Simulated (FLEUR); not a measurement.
**free Fe(110) film, 1 layer: from one collinear state to anisotropy**

Aim: the anisotropy of free Fe(110) film, 1 layer from single passes in the potential of one collinear state.

Calculated with FLEUR MaX-R8.1; PBE; all-electron FLAPW film, Dirac cores, scalar-relativistic bands.

**1. Starting point**

The cell holds 1 atom: 1 Fe. Cell: a = 2.482 Å, b = 2.482 Å, c = 14.000 Å, α = 90.0°, β = 90.0°, γ = 109.5°. Layers at typed spacings, unrelaxed. Vacuum lies along c.

Structure file:

```xyz
1
Lattice="1.4330 -2.0266 0.0000 1.4330 2.0266 0.0000 0.0000 0.0000 14.0000" Properties=species:S:1:pos:R:3
Fe    0.0000    0.0000    7.0000
```

**2. Self-consistent state**

The force theorems are single passes in this state's potential, so it has to be converged first.

No symmetry is used, so that later steps may turn the spins freely; k and −k are joined. FLEUR takes the sheet as a true film: the images along c are dropped, heights are typed in bohr, and the vacuum on both sides is semi-infinite. inpgen writes inp.xml from crystal.txt; cutoffs, mixing, functional, smearing and local orbitals are then set in the file. The k list scf (kpts.xml, not shown) is a Γ-centred 14×14×1 mesh; where the ranks do not divide the number of points, some are split in two of half the weight.

Input file inp.xml:

```
<?xml version="1.0" encoding="UTF-8" standalone="no"?>
<fleurInput fleurInputVersion="0.39">
   <comment>
      Fe
   </comment>
   <calculationSetup>
      <cutoffs Kmax="3.68" Gmax="11.0" GmaxXC="11.0" numbands="0"/>
      <scfLoop itmax="150" minDistance="0.00002" maxIterBroyd="15" imix="Anderson" alpha="0.03" precondParam="0.0" spinf="2.0" sdNocoIR="T"/>
      <coreElectrons ctail="F" frcor="F" kcrel="0" coretail_lmax="0"/>
      <xcFunctional name="pbe" relativisticCorrections="F"/>
      <magnetism jspins="2" l_noco="F" l_ss="F">
         <qss>0.0 0.0 0.0</qss>
         <mtNocoParams l_mperp="F" l_mtNocoPot="F" l_relaxSQA="F" mag_mixing_scheme="0" mix_RelaxWeightOffD="1.0" l_constrained="F" mix_constr="1.0"/>
         <sourceFreeMag l_sourceFree="F" l_scaleMag="F" mag_scale="1.0"/>
      </magnetism>
      <soc l_soc="F" theta="0.0" phi="0.0" spav="F"/>
      <expertModes spex="0" secvar="F"/>
      <geometryOptimization l_f="F" forcealpha="1.0" forcemix="BFGS" epsdisp="0.00001" epsforce="0.00001"/>
      <ldaU l_linMix="F" mixParam="0.05" spinf="1.0"/>
   </calculationSetup>
   <cell>
      <bzIntegration valenceElectrons="16.0" mode="hist" fermiSmearingEnergy="0.00183747">
         <kPointListSelection listName="scf"/>
         <xi:include xmlns:xi="http://www.w3.org/2001/XInclude" href="kpts.xml"> </xi:include>
      </bzIntegration>
      <xi:include xmlns:xi="http://www.w3.org/2001/XInclude" href="sym.xml"> </xi:include>
      <filmLattice scale="1.0" dVac="5.26" dTilda="7.76">
         <bravaisMatrixFilm>
            <row-1>    2.7079775365518000    -3.8296584928783730</row-1>
            <row-2>    2.7079775365518000     3.8296584928783730</row-2>
         </bravaisMatrixFilm>
         <vacuumEnergyParameters vacuum="1" spinUp="-.25" spinDown="-.25"/>
         <vacuumEnergyParameters vacuum="2" spinUp="-.25" spinDown="-.25"/>
      </filmLattice>
   </cell>
   <atomSpecies>
      <species name="Iron (Fe) 2.800" element="Fe" atomicNumber="26">
         <mtSphere radius="2.23" gridPoints="737" logIncrement="0.016"/>
         <atomicCutoffs lmax="8" lnonsphr="6"/>
         <electronConfig flipSpins="F">
            <coreConfig>(1s1/2) (2s1/2) (2p1/2) (2p3/2)</coreConfig>
            <valenceConfig>(3s1/2) (3p1/2) (3p3/2) (4s1/2) (3d3/2) (3d5/2)</valenceConfig>
            <stateOccupation state="(3d3/2)" spinUp="1.4" spinDown="1.0"/>
            <stateOccupation state="(3d5/2)" spinUp="3.0" spinDown="0.6"/>
         </electronConfig>
         <energyParameters s="4" p="4" d="3" f="4"/>
         <lo type="SCLO" l="0" n="3" eDeriv="0"/>
         <lo type="SCLO" l="1" n="3" eDeriv="0"/>
      </species>
   </atomSpecies>
   <atomGroups>
      <atomGroup species="Iron (Fe) 2.800">
         <filmPos label="                   1">.0000000000 .0000000000 .0000000000</filmPos>
         <force calculate="T" relaxXYZ="TTT"/>
         <nocoParams  alpha="0.0" beta="0.0"/>
      </atomGroup>
   </atomGroups>
   <output dos="F" band="F" slice="F">
      <bandDOS minEnergy="-.5*Htr" maxEnergy="0.5*Htr" sigma="0.015" storeEVData="T"/>
      <plotting iplot="0" polar="F">
         <plot TwoD="T" vec1="  1.0  0.0  0.0" vec2="  0.0  1.0  0.0" vec3="  0.0  0.0  1.0" zero="  0.0  0.0 -0.5" file="plot"/>
      </plotting>
      <moessbauerParams electricFieldGradient="F" isomerShift="F" coreHyperfine="F" valenceHyperfine="F"/>
   </output>
</fleurInput>
```

Input file crystal.txt:

```
Fe
&input film=T cartesian=F /
1.43300000000  -2.02656800000  0.00000000000
1.43300000000  2.02656800000  0.00000000000
0.00000000000  0.00000000000  1.00000000000
1.8897261246
1.0 1.0 1.0

1
26 0.00000000000  0.00000000000  0.00000000000 : 2.800

&kpt div1=14 div2=14 div3=1 gamma=T /
```

Command:

```console
$ OMP_NUM_THREADS=1 inpgen -f crystal.txt -nosym -noco > inpgen.log  # inp.xml is then edited as shown
$ OMP_NUM_THREADS=1 mpirun -n 4 fleur_MPI > fleur.log
```

Output:

```text
Welcome to FLEUR        (www.flapw.de)
      MaX-Release 8.1          (www.max-centre.eu)

 ========== k-point set info ==========
 Selected k-point list: scf
 k-point list type: mesh
 0 x 0 x 0
 Number of k points: 100

 ------------Calculation Setup---------------------------
 Number of MPI-tasks      :            4
 Number of PE/node        :            4
 Number of OMP-threads    :            1
 k-points in parallel     :            4
 pe's per k-point         :            1
 No of k-point loops      :           25
 Eigenvalue solver        :       lapack
 Number of basis functions:          153
 Approximate size of matrices (H+S) per k-point:         0.001 GB
 --------------------------------------------------------
 Complex matrix made real
 Complex matrix made real
 Iteration:     1   Distance:      13.80274695 me/bohr^3
 Iteration:     2   Distance:      12.88451009 me/bohr^3
 Iteration:     3   Distance:       8.96831752 me/bohr^3
 Iteration:     4   Distance:       7.60826634 me/bohr^3
 Iteration:     5   Distance:       3.13705369 me/bohr^3
 Iteration:     6   Distance:       3.12028402 me/bohr^3
 Iteration:     7   Distance:       1.37706405 me/bohr^3
 Iteration:     8   Distance:       1.05211090 me/bohr^3
 Iteration:     9   Distance:       1.21710989 me/bohr^3
 Iteration:    10   Distance:       0.19310466 me/bohr^3
 Iteration:    11   Distance:       0.18613000 me/bohr^3
 Iteration:    12   Distance:       0.03329938 me/bohr^3
 Iteration:    13   Distance:       0.06282342 me/bohr^3
 Iteration:    14   Distance:       0.01139216 me/bohr^3
 Iteration:    15   Distance:       0.01029055 me/bohr^3
 Iteration:    16   Distance:       0.01010978 me/bohr^3
 Iteration:    17   Distance:       0.00805425 me/bohr^3
 Iteration:    18   Distance:       0.00242530 me/bohr^3
 Iteration:    19   Distance:       0.00103598 me/bohr^3
 Iteration:    20   Distance:       0.00121750 me/bohr^3
 Iteration:    21   Distance:       0.00017742 me/bohr^3
 Iteration:    22   Distance:       0.00004886 me/bohr^3
 Iteration:    23   Distance:       0.00004493 me/bohr^3
 Iteration:    24   Distance:       0.00000899 me/bohr^3

 ********************************************************************
 Run finished successfully
 Stop message:
   all done
 ********************************************************************

--- out.xml (last complete iteration) ---
<iteration numberForCurrentRun="   24" overallNumber="   24">
         <energyParameters units="Htr">
            <atomicEP atomType="1" spin="1" branch="4s" branchLowest="-3.40" branchHighest="1.52" value="-0.3007243353"/>
            <atomicEP atomType="1" spin="1" branch="4p" branchLowest="-2.14" branchHighest="2.12" value="-0.1663974780"/>
            <atomicEP atomType="1" spin="1" branch="3d" branchLowest="-9.99" branchHighest="-0.11" value="-0.2529215753"/>
            <atomicEP atomType="1" spin="1" branch="4f" branchLowest="-9.99" branchHighest="3.14" value="0.1475483820"/>
            <loAtomicEP atomType="1" spin="1" branch="3s" branchLowest="-30.04" branchHighest="-3.40" value="-3.4125287649"/>
            <loAtomicEP atomType="1" spin="1" branch="3p" branchLowest="-25.57" branchHighest="-2.14" value="-2.1654938378"/>
            <vacuumEP vacuum="1" spin="1" vzIR="-0.2781494061" vzInf="0.0000000000" value="-0.2500000000"/>
            <vacuumEP vacuum="2" spin="1" vzIR="-0.2781494061" vzInf="0.0000000001" value="-0.2499999999"/>
            <atomicEP atomType="1" spin="2" branch="4s" branchLowest="-3.28" branchHighest="1.61" value="-0.2675802811"/>
            <atomicEP atomType="1" spin="2" branch="4p" branchLowest="-2.02" branchHighest="2.21" value="-0.1373235240"/>
            <atomicEP atomType="1" spin="2" branch="3d" branchLowest="-9.99" branchHighest="0.01" value="-0.1572451970"/>
            <atomicEP atomType="1" spin="2" branch="4f" branchLowest="-9.99" branchHighest="3.23" value="0.1735055043"/>
            <loAtomicEP atomType="1" spin="2" branch="3s" branchLowest="-29.99" branchHighest="-3.28" value="-3.2912736102"/>
            <loAtomicEP atomType="1" spin="2" branch="3p" branchLowest="-25.53" branchHighest="-2.02" value="-2.0469065151"/>
            <vacuumEP vacuum="1" spin="2" vzIR="-0.2703006223" vzInf="0.0000000000" value="-0.2500000000"/>
            <vacuumEP vacuum="2" spin="2" vzIR="-0.2703006223" vzInf="0.0000000001" value="-0.2499999999"/>
         </energyParameters>
         <bandgap value="0.0000962639" units="eV"/>
         <sumValenceSingleParticleEnergies value="-21.2279800094" units="Htr"/>
         <FermiEnergy value="-0.1626855417" units="Htr"/>
         <valenceDensity>
            <mtCharges spin="1">
               <mtCharge atomType="1" total="8.7089873" s="1.1880442" p="3.0804201" d="4.4335400" f="0.0052910"/>
            </mtCharges>
            <mtCharges spin="2">
               <mtCharge atomType="1" total="5.7790610" s="1.1637779" p="3.0760584" d="1.5349399" f="0.0032252"/>
            </mtCharges>
            <spinDependentCharge spin="1" total="9.4986301" interstitial="0.6706280" mtSpheres="8.7089873" vacuum1="0.0595074" vacuum2="0.0595074"/>
            <spinDependentCharge spin="2" total="6.5013701" interstitial="0.6138466" mtSpheres="5.7790610" vacuum1="0.0542313" vacuum2="0.0542313"/>
            <totalCharge value="16.0000002229"/>
         </valenceDensity>
         <coreStates atomType="     1" atomicNumber=" 26" spin="1" kinEnergy="    574.6142926954" eigValSum="   -363.8309403277" lostElectrons=" 0.000000">
            <state n="1" l="0" j="0.5" energy="-257.0553245614" weight="1.0000000000"/>
            <state n="2" l="0" j="0.5" energy="-30.0393795956" weight="1.0000000000"/>
            <state n="2" l="1" j="0.5" energy="-25.8841938621" weight="1.0000000000"/>
            <state n="2" l="1" j="1.5" energy="-25.4260211543" weight="2.0000000000"/>
         </coreStates>
         <coreStates atomType="     1" atomicNumber=" 26" spin="2" kinEnergy="    575.1561751054" eigValSum="   -363.6578130449" lostElectrons=" 0.000000">
            <state n="1" l="0" j="0.5" energy="-257.0555344323" weight="1.0000000000"/>
            <state n="2" l="0" j="0.5" energy="-29.9864070869" weight="1.0000000000"/>
            <state n="2" l="1" j="0.5" energy="-25.8448459126" weight="1.0000000000"/>
            <state n="2" l="1" j="1.5" energy="-25.3855128066" weight="2.0000000000"/>
         </coreStates>
         <allElectronCharges>
            <spinDependentCharge spin="1" total="14.4986301" interstitial="0.6706280" mtSpheres="13.7089873" vacuum1="0.0595074" vacuum2="0.0595074"/>
            <spinDependentCharge spin="2" total="11.5013701" interstitial="0.6138466" mtSpheres="10.7790610" vacuum1="0.0542313" vacuum2="0.0542313"/>
            <totalCharge value="26.0000002232"/>
         </allElectronCharges>
         <magneticMomentsInMTSpheres units="muBohr">
            <globalMagMoment atomType="1" vec="0.00000   0.00000   2.92993"/>
            <localMagMoment atomType="1" vec="0.00000   0.00000   2.92993"/>
         </magneticMomentsInMTSpheres>
         <moessbauerParams unitsHFF="kG" unitsIS="e/bohr^3" unitsEFG="Htr/bohr^2">
         </moessbauerParams>
         <totalEnergy value="    -1272.7398198756" units="Htr">
            <sumOfEigenvalues value="     -748.7167333821">
               <coreElectrons value="-727.4887533727"/>
               <valenceElectrons value="-21.2279800094"/>
            </sumOfEigenvalues>
            <densityCoulombPotentialIntegral value="-1966.2891627808"/>
            <densityEffectivePotentialIntegral value="-2038.8307937274"/>
            <chargeDenXCDenIntegral value="-55.8912762286"/>
            <FockExchangeEnergyValence value="0.0000000000"/>
            <FockExchangeEnergyCore value="0.0000000000"/>
            <atomTypeDependentContributions atomType="1">
               <electronNucleiInteractionDifferentMTs value="1517.7037330074"/>
               <MadelungTerm value="-6.1142895945"/>
            </atomTypeDependentContributions>
            <tkbTimesEntropy value="0.0003923712"/>
            <freeEnergy value="-1272.7402122468"/>
            <extrapolationTo0K value="-1272.7400160612"/>
         </totalEnergy>
         <densityConvergence units="me/bohr^3">
            <chargeDensity spin="1" distance="0.0000052650"/>
            <chargeDensity spin="2" distance="0.0000058795"/>
            <overallChargeDensity distance="0.0000089941"/>
            <spinDensity distance="0.0000066093"/>
         </densityConvergence>
      </iteration>
```

The job ended after 38 s (4 MPI ranks of Arm Neoverse V1, shared host; peak memory 0.48 GiB; 2.5 min of CPU time).

This step gave:

| Item | Value |
| --- | --- |
| free energy | -34633.0255 eV |
| program's band gap on this mesh (in a metal only a level spacing) | 9.63e-5 eV |
| magnetization | 2.997 μB |
| final state | ferromagnetic |
| largest moment | 2.930 μB |

After 24 cycles the largest moment stands at 2.93 μB.

**3. Energy against the direction of the moments, rung 1**

Anisotropy is a small difference, so it is taken from sums over occupied states at a frozen potential, where most errors cancel.

One pass with spin–orbit coupling for each direction, from the saved density. Inversion lets half of the mesh serve, which the program's warning doesn't know. The k list mae (kpts.xml, not shown) is a Γ-centred 21×21×1 mesh.

Changes to inp.xml since step 2:

```diff
@@ -6,4 +6,4 @@
    <calculationSetup>
-      <cutoffs Kmax="3.68" Gmax="11.0" GmaxXC="11.0" numbands="0"/>
-      <scfLoop itmax="150" minDistance="0.00002" maxIterBroyd="15" imix="Anderson" alpha="0.03" precondParam="0.0" spinf="2.0" sdNocoIR="T"/>
+      <cutoffs Kmax="3.68" Gmax="11.0" GmaxXC="11.0" numbands="32"/>
+      <scfLoop itmax="1" minDistance="0.00002" maxIterBroyd="15" imix="Anderson" alpha="0.03" precondParam="0.0" spinf="2.0" sdNocoIR="T"/>
       <coreElectrons ctail="F" frcor="F" kcrel="0" coretail_lmax="0"/>
@@ -15,3 +15,3 @@
       </magnetism>
-      <soc l_soc="F" theta="0.0" phi="0.0" spav="F"/>
+      <soc l_soc="T" theta="0.0" phi="0.0" spav="F"/>
       <expertModes spex="0" secvar="F"/>
@@ -22,3 +22,3 @@
       <bzIntegration valenceElectrons="16.0" mode="hist" fermiSmearingEnergy="0.00183747">
-         <kPointListSelection listName="scf"/>
+         <kPointListSelection listName="mae"/>
          <xi:include xmlns:xi="http://www.w3.org/2001/XInclude" href="kpts.xml"> </xi:include>
@@ -64,2 +64,5 @@
    </output>
+   <forceTheorem>
+      <MAE theta="0.0 1.5707963 1.5707963" phi="0.0 0.0 1.5707963"/>
+   </forceTheorem>
 </fleurInput>
```

Command:

```console
$ OMP_NUM_THREADS=1 mpirun -n 4 fleur_MPI -warn_only > fleur.log
```

Output:

```text
[banner, memory and clock lines left out]
Welcome to FLEUR        (www.flapw.de)
      MaX-Release 8.1          (www.max-centre.eu)
************FLEUR-Warning*****************
Error message: k-point set is not compatible to missing time-reversal symmetry in calculation.
Error occurred in subroutine: gen_bz
Error from PE:0/4
*****************************************

 ========== k-point set info ==========
 Selected k-point list: mae
 k-point list type: mesh
 0 x 0 x 0
 Number of k points: 224

 [... set-up left out ...]
 ********************************************************************
 Run finished successfully
 Stop message:
   Forcetheorem MAE
 ********************************************************************

--- out.xml (force theorem) ---
<Forcetheorem_MAE Angles="3" units="Htr">
            <Angle theta="0.0000000" phi="0.0000000" ev-sum="-21.228390436"/>
            <Angle theta="1.5707963" phi="0.0000000" ev-sum="-21.228372731"/>
            <Angle theta="1.5707963" phi="1.5707963" ev-sum="-21.228370301"/>
         </Forcetheorem_MAE>
```

Elapsed: 6.7 s, on 4 MPI ranks; peak memory 0.33 GiB; 27 s of CPU time.

Anisotropy energies, by row:

```tsv
axis	x	y	z	band energy less the first axis' (meV a cell)
z	0	0	1	0
x	1	0	0	0.4818
y	0	1	0	0.5479
```

Shape anisotropy is not in these numbers.

**4. Energy against the direction of the moments, rung 2**

A second rung shows how far the first can be trusted.

The k list mae (kpts.xml, not shown) is a Γ-centred 32×32×1 mesh.

inp.xml is that of step 3.

Output:

```text
[banner, memory and clock lines left out]
Welcome to FLEUR        (www.flapw.de)
      MaX-Release 8.1          (www.max-centre.eu)
************FLEUR-Warning*****************
Error message: k-point set is not compatible to missing time-reversal symmetry in calculation.
Error occurred in subroutine: gen_bz
Error from PE:0/4
*****************************************

 ========== k-point set info ==========
 Selected k-point list: mae
 k-point list type: mesh
 0 x 0 x 0
 Number of k points: 516

 [... set-up left out ...]
 ********************************************************************
 Run finished successfully
 Stop message:
   Forcetheorem MAE
 ********************************************************************

--- out.xml (force theorem) ---
<Forcetheorem_MAE Angles="3" units="Htr">
            <Angle theta="0.0000000" phi="0.0000000" ev-sum="-21.228386996"/>
            <Angle theta="1.5707963" phi="0.0000000" ev-sum="-21.228371226"/>
            <Angle theta="1.5707963" phi="1.5707963" ev-sum="-21.228368371"/>
         </Forcetheorem_MAE>
```

Run time: 13 s. Hardware: 4 MPI ranks; peak memory 0.43 GiB.

Anisotropy energies, by row:

```tsv
axis	x	y	z	band energy less the first axis' (meV a cell)
z	0	0	1	0
x	1	0	0	0.4291
y	0	1	0	0.5068
```

(Continued in part 2 of 2.)

[Logs and program files are shortened in this print: banners, set-up blocks, solver, clock and traceback lines can be left out without a mark of their own.]

[Logs are printed without paths, hosts, clocks, repeated set-up lines and the standing remarks that a program may print on its own settings, such as how far it seeks lower states.]

[Hosts, paths, dates, database ids (printed as entryN), source tags and the programs' standing remarks are cut or masked in the printed files.]

[Where a cell is said to come from a database of computed structures, the database is the Materials Project.]
